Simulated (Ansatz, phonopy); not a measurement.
# BiAs (hypothetical, Fm-3m): a volume series of phonon spectra, part 2 of 2

Aim: how the vibrations of BiAs (hypothetical) shift with volume, and the expansion that follows. The crystal structure is hypothetical: it was made by swapping elements on a known structure type.

Ansatz 0.2.0; DFT PBEsol, scalar-relativistic, plane waves, PAW.

So far. Step 12 (A cell at another volume, V/V0 1.03): The run ends at a pressure of -1.97 GPa. Step 13 (Lattice dynamics at this volume, V/V0 1.03): The lowest solved frequency is -136 cm⁻¹, so the cell is unstable here at these settings (gap near zero, smearing on, k-mesh not tested) and gives no valid free energy.

## 14. Single point at a scaled cell, V/V0 0.97

The cell differs from the one that the last finished run ended in (a 4.244 → 4.160 Å, b 4.244 → 4.160 Å, c 4.244 → 4.160 Å).

input.yaml reads:

```yaml
crystal:
  lattice:
    - [0.0, 2.9413598913, 2.9413598913]
    - [2.9413598913, 0.0, 2.9413598913]
    - [2.9413598913, 2.9413598913, 0.0]
  atoms:
    - { symbol: Bi, position: [0.5, 0.5, 0.5] }
    - { symbol: As, position: [0.0, 0.0, 0.0] }
kpoints:
  mp_grid: { grid: [12, 12, 12] }
hamiltonian:
  xc: pbesol
scf:
  occupations: { method: gaussian, width: 0.01 }
output:
  forces: true
  stress: true
  eigenvalues: true
```

The run is started by

```console
ansatz run input.yaml --threads 4 --pin off --max-ram 8192MiB --backend cpu --events-out ev --progress --plain --runs-dir out
```

Run time: 1.7 s. Hardware: 4 threads of Arm Neoverse N1, shared host; peak memory 0.39 GiB.

The run ends at a pressure of 2.32 GPa.

## 15. Phonons, V/V0 0.97

input.yaml, the sections that differ from step 14:

```yaml
output:
  eigenvalues: true
phonons:
  method: dfpt
  qmesh: [4, 4, 4]
  temperatures: { t_max: 1000, t_step: 50 }
  qpath:
    path:
      - [[0.0, 0.0, 0.0], [0.5, 0.0, 0.5], [0.625, 0.25, 0.625]]
      - [[0.375, 0.375, 0.75], [0.0, 0.0, 0.0], [0.5, 0.5, 0.5], [0.5, 0.25, 0.75], [0.5, 0.0, 0.5]]
    npoints: 10
# crystal, kpoints, hamiltonian, scf: as in step 14
```

Elapsed: 11 min, on 4 threads; peak memory 4.1 GiB.

No LO-TO term. Phonon branches along the path, in cm⁻¹:

```csv
point,branch 1,branch 2,branch 3,branch 4,branch 5,branch 6
Γ,-120,-120,-120,0,0,0
halfway,23,23,88,88,90,150
X,24,24,43,111,111,113
halfway,34,44,47,114,118,127
U,48,50,66,104,130,151
jump to K,48,50,66,104,130,151
halfway,37,68,89,100,150,166
Γ,-120,-120,-120,0,0,0
halfway,53,53,76,139,139,162
L,80,80,115,152,152,166
halfway,56,65,95,129,129,155
W,42,42,85,111,111,150
halfway,41,46,55,114,115,139
X,24,24,43,111,111,113
```

The lowest solved frequency is -120 cm⁻¹, so the cell is unstable here at these settings (gap near zero, smearing on, k-mesh not tested) and gives no valid free energy.

## 16. A cell at another volume, V/V0 1.05

The cell differs from the one that the last finished run ended in (a 4.160 → 4.271 Å, b 4.160 → 4.271 Å, c 4.160 → 4.271 Å).

input.yaml, the sections that differ from step 15:

```yaml
crystal:
  lattice:
    - [0.0, 3.0200955794, 3.0200955794]
    - [3.0200955794, 0.0, 3.0200955794]
    - [3.0200955794, 3.0200955794, 0.0]
  atoms:
    - { symbol: Bi, position: [0.5, 0.5, 0.5] }
    - { symbol: As, position: [0.0, 0.0, 0.0] }
output:
  forces: true
  stress: true
  eigenvalues: true
# kpoints, hamiltonian, scf: as in step 15
# phonons: removed
```

Elapsed: 1.8 s, on 4 threads; peak memory 0.39 GiB.

The run ends at a pressure of -3.11 GPa.

## 17. Lattice dynamics at this volume, V/V0 1.05

input.yaml, the sections that differ from step 16:

```yaml
output:
  eigenvalues: true
phonons:
  method: dfpt
  qmesh: [4, 4, 4]
  temperatures: { t_max: 1000, t_step: 50 }
  qpath:
    path:
      - [[0.0, 0.0, 0.0], [0.5, 0.0, 0.5], [0.625, 0.25, 0.625]]
      - [[0.375, 0.375, 0.75], [0.0, 0.0, 0.0], [0.5, 0.5, 0.5], [0.5, 0.25, 0.75], [0.5, 0.0, 0.5]]
    npoints: 10
# crystal, kpoints, hamiltonian, scf: as in step 16
```

Run time: 11 min. Hardware: 4 threads; peak memory 4.4 GiB.

The lowest solved frequency is -140 cm⁻¹, so the cell is unstable here at these settings (gap near zero, smearing on, k-mesh not tested) and gives no valid free energy.

## 18. How the modes move with volume

This step: DFT PBEsol, scalar-relativistic, plane waves, PAW (phonopy 4.10.0).

Volume series, by row:

```
 V/V0  V (Å³/atom)  pressure (GPa)  E - E0 (meV/atom)  gap (eV)  zero-point energy (meV/atom)  lowest on the path (cm⁻¹)  highest at Gamma without the LO-TO term (cm⁻¹)
 0.97        25.45           2.316              5.549     0.021                             -                     -119.5                                               0
0.985        25.84           1.113              1.349     0.058                             -                     -124.3                                               0
    1        26.23               0                  0     0.089                             -                     -128.4                                               0
1.015        26.63          -1.025              1.275     0.084                             -                     -132.2                                               0
 1.03        27.02          -1.968              4.966     0.079                             -                     -135.7                                               0
 1.05        27.55          -3.109              13.31     0.058                             -                     -139.9                                               0
```

The optical frequency at Gamma without the LO-TO term, mode 1 by V/V0:

```
  V/V0  optical frequency at Gamma without the LO-TO term, mode 1 (cm⁻¹)
0.9700                                                              -120
0.9850                                                              -124
1.0000                                                              -128
1.0150                                                              -132
1.0300                                                              -136
1.0500                                                              -140
```

## 19. What came out

| Quantity | Value |
| --- | --- |
| lowest frequency over the volumes | -140 cm⁻¹ |

In words: Imaginary modes appear at V/V0 = 0.97, 0.985, 1, 1.015, 1.03 and 1.05, so too few stable volumes remain for a free-energy fit. Mode Grüneisen parameters diverge near a vanishing branch and are not given. The gap is near zero in part of this series and the runs use smearing, so partly filled states at the band edge can make or hide a soft mode on these k-meshes; denser meshes were not tried. The softest solved mode at V/V0 = 1.05 is 140i cm⁻¹ at q = (0, 0, 0), and 3 of 8 solved wavevectors carry a mode beyond 8i cm⁻¹. The PAW files were made for PBE and are used here under another functional, for which the program regenerates the frozen cores.

[Logs are printed without paths, hosts, clocks, repeated set-up lines and the standing remarks that a program may print on its own settings, such as how far it seeks lower states.]

[Hosts, paths, dates, database ids (printed as entryN), source tags and the programs' standing remarks are cut or masked in the printed files.]

[A step with changed settings may run another functional than the one named; its input shows which.]

[Of the runs on displaced cells, only some may be shown.]
